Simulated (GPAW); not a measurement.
# Screening of a field by 1T-CrSSe monolayer, part 2 of 2

Aim: the dipole that a field along the normal induces in 1T-CrSSe monolayer.

GPAW 26.7.0; GPAW, PAW setups; layer in a repeated cell with vacuum, relaxation of atoms and in-plane cell (the session's first sound run).

So far, upper work function (eV): step 3 (plane waves, PBE) 5.82.

### 5. Field on

Level of this step: GPAW, PAW setups; slab in vacuum (GPAW).

run.py

```python
import json
import numpy as np
from ase import Atoms
from gpaw import GPAW, PW
from gpaw.external import ConstantElectricField

slab = Atoms(
    ['Se', 'Cr', 'S'],
    positions=[
        [1.68982, 0.97562, 9.00000],
        [0.00000, 0.00000, 10.61127],
        [-0.00000, 1.95124, 11.86641]],
    cell=[[3.37964, -0.0, 0.0], [-1.68982, 2.92686, 0.0], [0.0, 0.0, 20.8664]],
    pbc=[True, True, False],
    magmoms=[0.0, 3.0, 0.0])

slab.calc = GPAW(mode=PW(400), xc='PBE', kpts={'size': (12, 12, 1), 'gamma': True},
                 occupations={'name': 'fermi-dirac', 'width': 0.05}, nbands='160%',
                 convergence={'density': 1e-05}, maxiter=200,
                 poissonsolver={'dipolelayer': 'xy'},
                 external=ConstantElectricField(-0.1, [0, 0, 1]),
                 symmetry={'tolerance': 1e-3}, txt='slab.txt')
result = {}
energy = slab.get_potential_energy()
fermi = slab.calc.get_fermi_level()
v = slab.calc.get_electrostatic_potential().mean((0, 1)) - fermi
n = slab.calc.get_pseudo_density().mean((0, 1))
L = slab.cell[2, 2]
z = np.arange(len(v)) * L / len(v)
low, high = slab.positions[:, 2].min(), slab.positions[:, 2].max()
below, above = np.interp([low - 6.8, high + 6.8], z, v)
slopes = [np.interp(x, z, np.gradient(v, z)) for x in (low - 6.8, high + 6.8)]
eps = np.array([[slab.calc.get_eigenvalues(k, s) for k in range(len(slab.calc.get_ibz_k_points()))]
                for s in range(slab.calc.get_number_of_spins())]) - fermi
top, bottom = eps[eps < 0].max(), eps[eps > 0].min()
dipole = slab.get_dipole_moment()[2]
print(f'energy {energy:.4f} eV, Fermi level {fermi:.4f} eV, dipole {dipole:.5f} e A')
print(f'potential 6.8 A off the faces, from the Fermi level: lower {below:.4f} eV, upper {above:.4f} eV')
print(f'slope of the potential there: lower {slopes[0]:.5f}, upper {slopes[1]:.5f} eV/A')
print(f'nearest levels on the mesh: {top:.4f} and {bottom:.4f} eV')
print('magnetic moment', round(slab.get_magnetic_moment(), 3))
result.update(energy=energy, fermi=fermi, dipole=dipole, below=below, above=above, slopes=slopes, edges=[top, bottom],
              z=z.tolist(), v=v.tolist(), n=n.tolist(), positions=slab.positions.tolist(),
              forces=slab.get_forces(apply_constraint=False).tolist(), moments=slab.get_magnetic_moments().tolist())
json.dump(result, open('result.json', 'w'))
```

Started as:

```
$ OMP_NUM_THREADS=1 OPENBLAS_NUM_THREADS=1 python run.py
```

Output:

```text
energy -18.4800 eV, Fermi level -2.4364 eV, dipole -0.03955 e A
potential 6.8 A off the faces, from the Fermi level: lower 5.3396 eV, upper 6.0633 eV
slope of the potential there: lower -0.00006, upper 0.00004 eV/A
nearest levels on the mesh: -0.0118 and 0.0294 eV
magnetic moment 2.133
```

It took 3.4 min on 1 thread of Arm Neoverse V1, shared host; peak memory 0.41 GiB.

This step gave:

```
dipole along the normal                                         : -0.03955 e·Å
levels nearest the Fermi level on the mesh                      : -0.01176, 0.02937 eV from the Fermi level
site moments                                                    : -0.1505, 2.330, -0.1121 μB
potential below the slab, the applied field's own ramp left out : 5.340 eV from the Fermi level
potential above the slab, the applied field's own ramp left out : 6.063 eV from the Fermi level
```

The electrostatic potential energy of an electron (without an applied field's), less the Fermi level, planar mean by z:

z (Å), electrostatic potential energy of an electron (without an applied field's), less the Fermi level, planar mean (eV) and a bar from the least value:
```
      0.0        5.7 ##############################
      0.5        5.3 #############################
      1.0        5.3 #############################
      1.5        5.3 #############################
      2.0        5.3 #############################
      2.5        5.3 #############################
      3.0        5.3 #############################
      3.5        5.3 #############################
      4.0        5.3 #############################
      4.5        5.3 #############################
      5.0        5.3 #############################
      5.5        5.3 #############################
      6.0        5.3 #############################
      6.5        5.3 #############################
      7.0        5.2 #############################
      7.5        4.8 ############################
      8.0        2.7 ##########################
      8.5       -5.6 ################
      9.0      -18.9 
      9.5       -7.2 ##############
     10.0       -4.2 ##################
     10.5      -11.6 #########
     11.0       -8.4 #############
     11.5       -9.7 ###########
     12.0      -14.0 ######
     12.5       -0.1 #######################
     13.0        4.8 ############################
     13.5        5.8 ##############################
     14.0        6.0 ##############################
     14.5        6.1 ##############################
     15.0        6.1 ##############################
     15.5        6.1 ##############################
     16.0        6.1 ##############################
     16.5        6.1 ##############################
     17.0        6.1 ##############################
     17.5        6.1 ##############################
     18.0        6.1 ##############################
     18.5        6.1 ##############################
     19.0        6.1 ##############################
     19.5        6.1 ##############################
     20.0        6.1 ##############################
     20.5        6.0 ##############################
```

The dipole is now -0.0396 e Å, against -0.012 in the run without a field.

### 6. In a field

run.py: that of step 5 with these lines changed.

```diff
@@ -20,3 +20,3 @@
                  poissonsolver={'dipolelayer': 'xy'},
-                 external=ConstantElectricField(-0.1, [0, 0, 1]),
+                 external=ConstantElectricField(-0.05, [0, 0, 1]),
                  symmetry={'tolerance': 1e-3}, txt='slab.txt')
```

Output:

```text
energy -18.4783 eV, Fermi level -2.4390 eV, dipole -0.02585 e A
potential 6.8 A off the faces, from the Fermi level: lower 5.4683 eV, upper 5.9413 eV
slope of the potential there: lower -0.00006, upper 0.00004 eV/A
nearest levels on the mesh: -0.0113 and 0.0298 eV
magnetic moment 2.133
```

Run time: 3.3 min. Hardware: 1 thread; peak memory 0.41 GiB.

The electrostatic potential energy of an electron (without an applied field's), less the Fermi level, planar mean by z:

| z (Å) | electrostatic potential energy of an electron (without an applied field's), less the Fermi level, planar mean (eV) |
| --- | --- |
| 0.0 | 5.70 |
| 0.5 | 5.47 |
| 1.0 | 5.47 |
| 1.5 | 5.47 |
| 2.0 | 5.47 |
| 2.5 | 5.47 |
| 3.0 | 5.47 |
| 3.5 | 5.47 |
| 4.0 | 5.47 |
| 4.5 | 5.47 |
| 5.0 | 5.47 |
| 5.5 | 5.47 |
| 6.0 | 5.46 |
| 6.5 | 5.44 |
| 7.0 | 5.33 |
| 7.5 | 4.87 |
| 8.0 | 2.82 |
| 8.5 | -5.47 |
| 9.0 | -18.9 |
| 9.5 | -7.19 |
| 10.0 | -4.17 |
| 10.5 | -11.6 |
| 11.0 | -8.43 |
| 11.5 | -9.73 |
| 12.0 | -14.1 |
| 12.5 | -0.189 |
| 13.0 | 4.65 |
| 13.5 | 5.68 |
| 14.0 | 5.89 |
| 14.5 | 5.93 |
| 15.0 | 5.94 |
| 15.5 | 5.94 |
| 16.0 | 5.94 |
| 16.5 | 5.94 |
| 17.0 | 5.94 |
| 17.5 | 5.94 |
| 18.0 | 5.94 |
| 18.5 | 5.94 |
| 19.0 | 5.94 |
| 19.5 | 5.94 |
| 20.0 | 5.94 |
| 20.5 | 5.92 |

### 7. Field on

run.py: that of step 6 with these lines changed.

```diff
@@ -20,3 +20,3 @@
                  poissonsolver={'dipolelayer': 'xy'},
-                 external=ConstantElectricField(-0.05, [0, 0, 1]),
+                 external=ConstantElectricField(0.05, [0, 0, 1]),
                  symmetry={'tolerance': 1e-3}, txt='slab.txt')
```

Output:

```text
energy -18.4771 eV, Fermi level -2.4447 eV, dipole 0.00156 e A
potential 6.8 A off the faces, from the Fermi level: lower 5.7267 eV, upper 5.6982 eV
slope of the potential there: lower -0.00006, upper 0.00003 eV/A
nearest levels on the mesh: -0.0105 and 0.0306 eV
magnetic moment 2.132
```

It took 3.4 min on 1 thread; peak memory 0.41 GiB.

### 8. Field on

run.py: that of step 7 with these lines changed.

```diff
@@ -20,3 +20,3 @@
                  poissonsolver={'dipolelayer': 'xy'},
-                 external=ConstantElectricField(0.05, [0, 0, 1]),
+                 external=ConstantElectricField(0.1, [0, 0, 1]),
                  symmetry={'tolerance': 1e-3}, txt='slab.txt')
```

Output:

```text
energy -18.4776 eV, Fermi level -2.4478 eV, dipole 0.01528 e A
potential 6.8 A off the faces, from the Fermi level: lower 5.8564 eV, upper 5.5770 eV
slope of the potential there: lower -0.00006, upper 0.00003 eV/A
nearest levels on the mesh: -0.0101 and 0.0309 eV
magnetic moment 2.132
```

Elapsed: 3.3 min, on 1 thread; peak memory 0.41 GiB.

Electrostatic potential energy of an electron (without an applied field's), less the Fermi level, planar mean against z:

```csv
z (Å),"electrostatic potential energy of an electron (without an applied field's), less the Fermi level, planar mean (eV)"
0,5.72
1,5.86
2,5.86
3,5.86
4,5.86
5,5.86
6,5.85
7,5.71
8,3.15
9,-18.7
10,-4.10
11,-8.51
12,-14.3
13,4.32
14,5.52
15,5.57
16,5.58
17,5.58
18,5.58
19,5.58
20,5.58
```

The dipole is now 0.0153 e Å, against -0.012 in the run without a field.

### 9. Field on

run.py: that of step 8 with these lines changed.

```diff
@@ -20,3 +20,3 @@
                  poissonsolver={'dipolelayer': 'xy'},
-                 external=ConstantElectricField(0.1, [0, 0, 1]),
+                 external=ConstantElectricField(0.2, [0, 0, 1]),
                  symmetry={'tolerance': 1e-3}, txt='slab.txt')
```

Output:

```text
energy -18.4805 eV, Fermi level -2.4548 eV, dipole 0.04273 e A
potential 6.8 A off the faces, from the Fermi level: lower 6.1169 eV, upper 5.3353 eV
slope of the potential there: lower -0.00006, upper 0.00003 eV/A
nearest levels on the mesh: -0.0093 and 0.0317 eV
magnetic moment 2.132
```

Run time: 3.4 min. Hardware: 1 thread; peak memory 0.41 GiB.

The electrostatic potential energy of an electron (without an applied field's), less the Fermi level, planar mean by z:

| z (Å) | electrostatic potential energy of an electron (without an applied field's), less the Fermi level, planar mean (eV) |
| --- | --- |
| 0.0 | 5.73 |
| 0.5 | 6.12 |
| 1.0 | 6.12 |
| 1.5 | 6.12 |
| 2.0 | 6.12 |
| 2.5 | 6.12 |
| 3.0 | 6.12 |
| 3.5 | 6.12 |
| 4.0 | 6.12 |
| 4.5 | 6.12 |
| 5.0 | 6.12 |
| 5.5 | 6.11 |
| 6.0 | 6.11 |
| 6.5 | 6.08 |
| 7.0 | 5.97 |
| 7.5 | 5.48 |
| 8.0 | 3.37 |
| 8.5 | -5.01 |
| 9.0 | -18.5 |
| 9.5 | -6.96 |
| 10.0 | -4.06 |
| 10.5 | -11.6 |
| 11.0 | -8.57 |
| 11.5 | -9.99 |
| 12.0 | -14.5 |
| 12.5 | -0.669 |
| 13.0 | 4.10 |
| 13.5 | 5.09 |
| 14.0 | 5.29 |
| 14.5 | 5.33 |
| 15.0 | 5.33 |
| 15.5 | 5.33 |
| 16.0 | 5.34 |
| 16.5 | 5.34 |
| 17.0 | 5.34 |
| 17.5 | 5.34 |
| 18.0 | 5.34 |
| 18.5 | 5.34 |
| 19.0 | 5.34 |
| 19.5 | 5.34 |
| 20.0 | 5.34 |
| 20.5 | 5.37 |

The dipole is now 0.0427 e Å, against -0.012 in the run without a field.

### 10. Field on

run.py: that of step 9 with these lines changed.

```diff
@@ -20,3 +20,3 @@
                  poissonsolver={'dipolelayer': 'xy'},
-                 external=ConstantElectricField(0.2, [0, 0, 1]),
+                 external=ConstantElectricField(0.3, [0, 0, 1]),
                  symmetry={'tolerance': 1e-3}, txt='slab.txt')
```

Output:

```text
energy -18.4862 eV, Fermi level -2.4626 eV, dipole 0.07022 e A
potential 6.8 A off the faces, from the Fermi level: lower 6.3790 eV, upper 5.0945 eV
slope of the potential there: lower -0.00006, upper 0.00003 eV/A
nearest levels on the mesh: -0.0085 and 0.0325 eV
magnetic moment 2.131
```

Run time: 3.5 min. Hardware: 1 thread; peak memory 0.41 GiB.

Table of electrostatic potential energy of an electron (without an applied field's), less the Fermi level, planar mean by z:

| z (Å) | electrostatic potential energy of an electron (without an applied field's), less the Fermi level, planar mean (eV) |
| --- | --- |
| 0 | 5.74 |
| 1 | 6.38 |
| 2 | 6.38 |
| 3 | 6.38 |
| 4 | 6.38 |
| 5 | 6.38 |
| 6 | 6.37 |
| 7 | 6.22 |
| 8 | 3.59 |
| 9 | -18.4 |
| 10 | -4.02 |
| 11 | -8.62 |
| 12 | -14.6 |
| 13 | 3.88 |
| 14 | 5.05 |
| 15 | 5.09 |
| 16 | 5.09 |
| 17 | 5.09 |
| 18 | 5.09 |
| 19 | 5.09 |
| 20 | 5.09 |

The dipole is now 0.0702 e Å, against -0.012 in the run without a field.

### 11. The series

The members are put on one axis.

This step: induced dipole against applied field (GPAW 26.7.0).

Dipole along the normal against field:

```csv
field (V/Å),dipole along the normal (e·Å)
-0.200,-0.0670
-0.100,-0.0396
-0.050,-0.0259
0.000,-0.0120
0.050,0.00156
0.100,0.0153
0.200,0.0427
0.300,0.0702
```

### 12. A changed run

One more run, with changed settings.

This step: GPAW, PAW setups; slab in vacuum (GPAW 26.7.0).

run.py: that of step 10 with these lines changed.

```diff
@@ -4,3 +4,2 @@
 from gpaw import GPAW, PW
-from gpaw.external import ConstantElectricField
 
@@ -17,6 +16,5 @@
 slab.calc = GPAW(mode=PW(400), xc='PBE', kpts={'size': (12, 12, 1), 'gamma': True},
-                 occupations={'name': 'fermi-dirac', 'width': 0.05}, nbands='160%',
-                 convergence={'density': 1e-05}, maxiter=200,
+                 occupations={'name': 'fermi-dirac', 'width': 2.0}, nbands='160%',
+                 convergence={'density': 1e-05}, maxiter=50,
                  poissonsolver={'dipolelayer': 'xy'},
-                 external=ConstantElectricField(0.3, [0, 0, 1]),
                  symmetry={'tolerance': 1e-3}, txt='slab.txt')
```

Output:

```text
energy -20.1977 eV, Fermi level -3.0858 eV, dipole -0.00100 e A
potential 6.8 A off the faces, from the Fermi level: lower 7.3004 eV, upper 7.3327 eV
slope of the potential there: lower -0.09648, upper 0.08156 eV/A
nearest levels on the mesh: -0.0059 and 0.0035 eV
magnetic moment 0.0
```

Run time: 92 s. Hardware: 1 thread; peak memory 0.24 GiB.

The run finished. A setting was moved off its sound value on purpose, so it serves as a test and not as the result.

The fault put into the input: a smearing of electronvolts (width = 2.0).

Side by side:

```csv
quantity,this run,sound run,difference
sum of the site moments (μB),1.597e-5,2.0672,-2.07
```

One result that differs is the sum of the site moments, 1.6e-5 μB against 2.07 μB.

### 13. What came out

| Quantity | Value |
| --- | --- |
| work function, upper and lower face | 5.819 and 5.597 eV |
| dipole along the normal | -0.0120 e Å |
| induced dipole per field | 0.274 e Å per V/Å |
| out-of-plane polarisability per area, α/(ε0 A) | 5.02 Å |

The field induces 0.274 e Å per V/Å, a polarisable thickness α/(ε0 A) of 5.02 Å beside 2.87 Å between the outermost nuclei. A perfect conductor would give the distance between its two image planes; a dielectric of thickness t gives t(1 - 1/ε). The two faces differ by 0.22 eV, the step that the slab's dipole makes (e p/(ε0 A) gives 0.22 eV), so the dipole layer is needed. The induced dipole is linear in the field over this range. The starting lattice was a guess from atomic radii; the relaxation moved it by 8 %. The relaxation of atoms and cell ran in a fully periodic cell without the dipole layer, so the atoms of this polar layer felt a small spurious field. One magnetic start was tried; another order may lie lower. The layer's cell and atoms come from the relaxation; spin-orbit coupling and temperature are left out.

[Logs are printed without paths, hosts, clocks, repeated set-up lines and the standing remarks that a program may print on its own settings, such as how far it seeks lower states.]

[Hosts, paths, dates, database ids (printed as entryN), source tags and the programs' standing remarks are cut or masked in the printed files.]
